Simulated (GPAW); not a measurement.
## Optical response of VAgS3 (model structure)

Aim: the dielectric function of VAgS3 (model structure), and the optical constants that follow from it. The structure is a model built here, which may or may not match a known phase. It was built so: All Nb replaced by V and O replaced by S in the Pm-3m structure of NbAgO3. The cell given below was relaxed beforehand with Ansatz.

Main program and level: GPAW 26.7.0; DFT, RPBE, plane-wave PAW (GPAW data sets), scalar-relativistic, RPA, optical limit.

This is a report of a sequence of runs, with most program output left out.

## 1. The starting structure

It takes space group Pm-3m (No. 221, cubic). The conventional cell has a = 4.658 Å, b = 4.658 Å, c = 4.658 Å, α = 90.00°, β = 90.00°, γ = 90.00°. Ag has 12 S at 3.29 Å nearest. Nearest to V lie 6 S at 2.33 Å. S has 2 V at 2.33 Å and 4 Ag at 3.29 Å nearest. All Nb replaced by V and O replaced by S in the Pm-3m structure of NbAgO3. Farther neighbours and most contacts between anions are not listed.

## 2. Ground state

The self-consistent density comes first; it also tells whether there is a gap, which decides the occupations and the need for a Drude term.

This step: DFT, RPBE, plane-wave PAW (GPAW data sets), scalar-relativistic, ground state (GPAW 26.7.0).

Contents of gs.py:

```python
from ase import Atoms
from ase.dft.bandgap import bandgap
from gpaw import GPAW, PW, FermiDirac

atoms = Atoms(['Ag', 'V', 'S', 'S', 'S'],
              cell=[[4.65815307, 0.00000000, 0.00000000],
                    [0.00000000, 4.65815307, 0.00000000],
                    [0.00000000, 0.00000000, 4.65815307]],
              scaled_positions=[[0.50000000, 0.50000000, 0.50000000],
                                [0.00000000, 0.00000000, 1.00000000],
                                [1.00000000, 0.00000000, 0.50000000],
                                [1.00000000, 0.50000000, 0.00000000],
                                [0.50000000, 0.00000000, 0.00000000]],
              pbc=[True, True, True])
atoms.set_initial_magnetic_moments([0.0, 2.0, 0.0, 0.0, 0.0])
atoms.calc = GPAW(mode=PW(450), xc='RPBE', kpts={'size': (5, 5, 5), 'gamma': True},
                  occupations=FermiDirac(0.05), maxiter=150, txt='gs.txt')
print('energy (eV)', atoms.get_potential_energy())
print('Fermi level (eV)', atoms.calc.get_fermi_level())
print('valence electrons', atoms.calc.get_number_of_electrons())
print('gap (eV)', bandgap(atoms.calc, output=None)[0])
print('direct gap (eV)', bandgap(atoms.calc, direct=True, output=None)[0])
print('moments', atoms.get_magnetic_moments().round(3).tolist())
atoms.calc.write('gs.gpw')
```

Run with:

```console
$ OMP_NUM_THREADS=1 python gs.py
```

The job ended after 35 s (1 thread of Arm Neoverse V2, shared host; peak memory 0.19 GiB).

Numbers from this step:

- energy: -21.97 eV
- Fermi energy: 5.414 eV
- electrons: 48
- site moments: -0.01, 0.468, -0.141, -0.141, -0.141 μB

There are states at the Fermi level within the smearing, so the occupations stay smeared and the carriers get a Drude term.

## 3. Bands for the response

The response needs many more empty bands than the density does.

This step: DFT, RPBE, plane-wave PAW (GPAW data sets), scalar-relativistic, bands at fixed density (GPAW 26.7.0).

Contents of nscf.py:

```python
from ase.dft.bandgap import bandgap
from gpaw import GPAW, FermiDirac

calc = GPAW('gs.gpw').fixed_density(kpts={'size': (8, 8, 8), 'gamma': True}, nbands=54, convergence={'bands': 48},
                                    occupations=FermiDirac(0.05), txt='nscf.txt')
print('gap (eV)', bandgap(calc, output=None)[0])
print('direct gap (eV)', bandgap(calc, direct=True, output=None)[0])
calc.write('full.gpw', mode='all')
```

Run with:

```console
$ OMP_NUM_THREADS=1 python nscf.py
```

Wall time 2.6 min (1 thread); peak memory 0.34 GiB.

## 4. Dielectric function, RPA

Transitions between filled and empty bands, summed over the zone, give the optical response, so mesh, band count and broadening shape it.

The induced potential is part of this response.

This step: DFT, RPBE, plane-wave PAW (GPAW data sets), scalar-relativistic, RPA, optical limit (GPAW 26.7.0).

Contents of df.py:

```python
from gpaw.response.df import DielectricFunction

df = DielectricFunction('full.gpw', frequencies={'type': 'nonlinear', 'domega0': 0.03, 'omega2': 8},
                        ecut=80,
                        eta=0.1,
                        nbands=48,
                        rate=0.2,
                        txt='df.txt')
for direction in ['x']:
    df.get_dielectric_function(xc='RPA', direction=direction, filename=f'df_{direction}.csv')
```

Run with:

```console
$ OMP_NUM_THREADS=1 python df.py
```

It took 41 s on 1 thread; peak memory 1 GiB.

The Im ε, E ∥ x has structure finer than the step of the table below, so its rows give means over 0.5 eV, whole bins alone (the curve runs from 0.619 to 15.8 eV). Peaks (eV: height): 2.82: 5.58, 3.89: 5.24, 4.93: 5.62, 8.21: 4.46.

Sum at mesh points, not converged in k. Table of Im ε, E ∥ x by photon energy; means over each step:

```
photon energy (eV)  Im ε, E ∥ x
               1.0         34.3
               1.5         15.3
               2.0         7.47
               2.5         4.84
               3.0         5.00
               3.5         4.61
               4.0         4.78
               4.5         4.13
               5.0         5.43
               5.5         4.15
               6.0         3.37
               6.5         3.37
               7.0         3.09
               7.5         3.35
               8.0         3.85
               8.5         3.22
               9.0         2.80
               9.5         2.53
              10.0         2.32
              10.5         2.04
              11.0         1.43
              11.5         1.57
              12.0         1.67
              12.5         1.44
              13.0         1.43
              13.5         1.28
              14.0         1.25
              14.5         1.13
              15.0         1.08
              15.5         1.04
```

Values under 1 per cm are given as 1; sum at mesh points, not converged in k. The absorption coefficient, E ∥ x by photon energy:

photon energy (eV), log10 absorption coefficient, E ∥ x (1/cm) and a bar from the least value:
```
    1.010        5.7 ####
    1.486        5.8 ########
    1.985        5.7 #####
    2.508        5.6 
    3.018        5.7 ##
    3.510        5.6 
    3.980        5.8 #########
    4.516        5.7 #####
    4.981        5.9 ################
    5.515        5.9 #################
    6.021        5.9 ##############
    6.494        5.9 ##############
    6.985        5.9 ################
    7.496        5.9 ###################
    8.026        6.0 ########################
    8.516        6.1 ############################
    9.023        6.0 #########################
    9.483        6.1 ###########################
   10.026        6.1 ###########################
   10.519        6.1 ##############################
   11.029        6.0 ########################
   11.479        6.0 ######################
   12.023        6.0 ##########################
   12.504        6.0 ##########################
   13.000        6.0 ##########################
   13.512        6.0 ##########################
   14.040        6.0 ##########################
   14.493        6.0 #########################
   14.960        6.0 #########################
   15.536        6.0 #########################
```

The reflectivity at normal incidence, E ∥ x has structure finer than the step of the table below, so its rows give means over 0.5 eV, whole bins alone (the curve runs from 0.619 to 15.8 eV). Peaks (eV: height): 5.27: 32.2, 8.33: 32.3, 10.59: 29.8.

Sum at mesh points, not converged in k. Table of reflectivity at normal incidence, E ∥ x by photon energy; means over each step:

```
photon energy (eV)  reflectivity at normal incidence, E ∥ x (%)
               1.0                                         69.5
               1.5                                         66.6
               2.0                                         55.2
               2.5                                         38.3
               3.0                                         30.0
               3.5                                         25.5
               4.0                                         27.1
               4.5                                         21.9
               5.0                                         28.7
               5.5                                         28.9
               6.0                                         23.0
               6.5                                         21.3
               7.0                                         20.5
               7.5                                         20.5
               8.0                                         23.5
               8.5                                         29.5
               9.0                                         24.2
               9.5                                         25.1
              10.0                                         25.1
              10.5                                         28.3
              11.0                                         22.9
              11.5                                         16.0
              12.0                                         18.6
              12.5                                         19.1
              13.0                                         17.3
              13.5                                         17.8
              14.0                                         16.2
              14.5                                         16.4
              15.0                                         14.7
              15.5                                         14.8
```

The Im ε, E ∥ x has structure finer than the step of the table below, so its rows give means over 0.5 eV, whole bins alone (the curve runs from 0.619 to 15.8 eV). Peaks (eV: height): without local fields 2.82: 5.66, 3.89: 5.58, 5.12: 6.11, 8.15: 5.32, 12.10: 2.87; with local fields 2.82: 5.58, 3.89: 5.24, 4.93: 5.62, 8.21: 4.46.

Sum at mesh points, not converged in k. Im ε, E ∥ x against photon energy; means over each step:

```
photon energy (eV)  without local fields  with local fields
               1.0                  35.0               34.3
               1.5                  15.5               15.3
               2.0                  7.64               7.47
               2.5                  4.90               4.84
               3.0                  5.07               5.00
               3.5                  4.74               4.61
               4.0                  5.02               4.78
               4.5                  4.46               4.13
               5.0                  5.89               5.43
               5.5                  4.43               4.15
               6.0                  3.77               3.37
               6.5                  3.80               3.37
               7.0                  3.40               3.09
               7.5                  3.93               3.35
               8.0                  4.73               3.85
               8.5                  3.71               3.22
               9.0                  3.50               2.80
               9.5                  3.12               2.53
              10.0                  2.83               2.32
              10.5                  2.32               2.04
              11.0                  1.74               1.43
              11.5                  2.32               1.57
              12.0                  2.67               1.67
              12.5                  2.46               1.44
              13.0                  2.54               1.43
              13.5                  2.20               1.28
              14.0                  1.97               1.25
              14.5                  1.68               1.13
              15.0                  1.35               1.08
              15.5                  1.06               1.04
```

The loss function −Im 1/ε at q → 0, E ∥ x has structure finer than the step of the table below, so its rows give means over 0.5 eV, whole bins alone (the curve runs from 0.619 to 15.8 eV). Peaks (eV: height): 11.18: 0.766.

Sum at mesh points, not converged in k. Loss function −Im 1/ε at q → 0, E ∥ x against energy loss; means over each step:

```
energy loss (eV)  loss function −Im 1/ε at q → 0, E ∥ x
             1.0                                 0.0261
             1.5                                 0.0443
             2.0                                 0.0952
             2.5                                  0.187
             3.0                                  0.199
             3.5                                  0.204
             4.0                                  0.205
             4.5                                  0.210
             5.0                                  0.174
             5.5                                  0.243
             6.0                                  0.292
             6.5                                  0.284
             7.0                                  0.310
             7.5                                  0.279
             8.0                                  0.249
             8.5                                  0.308
             9.0                                  0.357
             9.5                                  0.390
            10.0                                  0.422
            10.5                                  0.455
            11.0                                  0.675
            11.5                                  0.634
            12.0                                  0.597
            12.5                                  0.693
            13.0                                  0.696
            13.5                                  0.781
            14.0                                  0.799
            14.5                                  0.881
            15.0                                  0.917
            15.5                                  0.954
```

Optical constants at common wavelengths, from n + ik = √ε:

```
wavelength (nm)     n      k  R (%)    1/α
           1550  4.36  5.481   70.3  23 nm
           1064  2.78  4.453   67.4  19 nm
            800  1.89  3.694   65.7  17 nm
            633  1.55  2.562   52.5  20 nm
            405  1.56  1.473   28.5  22 nm
            308  1.64  1.480   28.4  17 nm
            248  1.82  1.513   28.9  13 nm
```

In reflection the computed colour is yellow: x = 0.356, y = 0.378, luminous reflectivity 49 %.

## 5. What came out

**Reading.** At this level (RPBE, RPA) VAgS3 is a metal. The mesh is too coarse to trust the carriers' weight, the reflectivity or the colour to better than tens of per cent. In reflection the computed colour is yellow: x = 0.356, y = 0.378, luminous reflectivity 49 %. The carriers' damping of 0.2 eV is typed, not computed; it shapes the response at the lowest energies. The magnetic state comes from one start and need not be the lowest. The curves end at 16 eV, about where the summed bands run out. In this version of GPAW the matrix elements of the optical limit are incomplete, which can lower ε − 1 by up to a tenth where first-row anions or d states rule, and shift it by more in d metals. GPAW's carrier term has the form −ωp²/(ω + i·rate)², which damps like twice the rate and fails at low energy, so the curves leave the lowest energies out. The sum runs over mesh points 0.17 Å⁻¹ apart with no interpolation, so peaks are partly noise of the mesh, and the Drude plasma energy, a sum over the Fermi surface, isn't converged.

[Machine, clock and banner lines and Python warnings are left out of the logs.]

[Logs are printed without paths, hosts, clocks, repeated set-up lines and the standing remarks that a program may print on its own settings, such as how far it seeks lower states.]

[Hosts, paths, dates, database ids (printed as entryN), source tags and the programs' standing remarks are cut or masked in the printed files.]
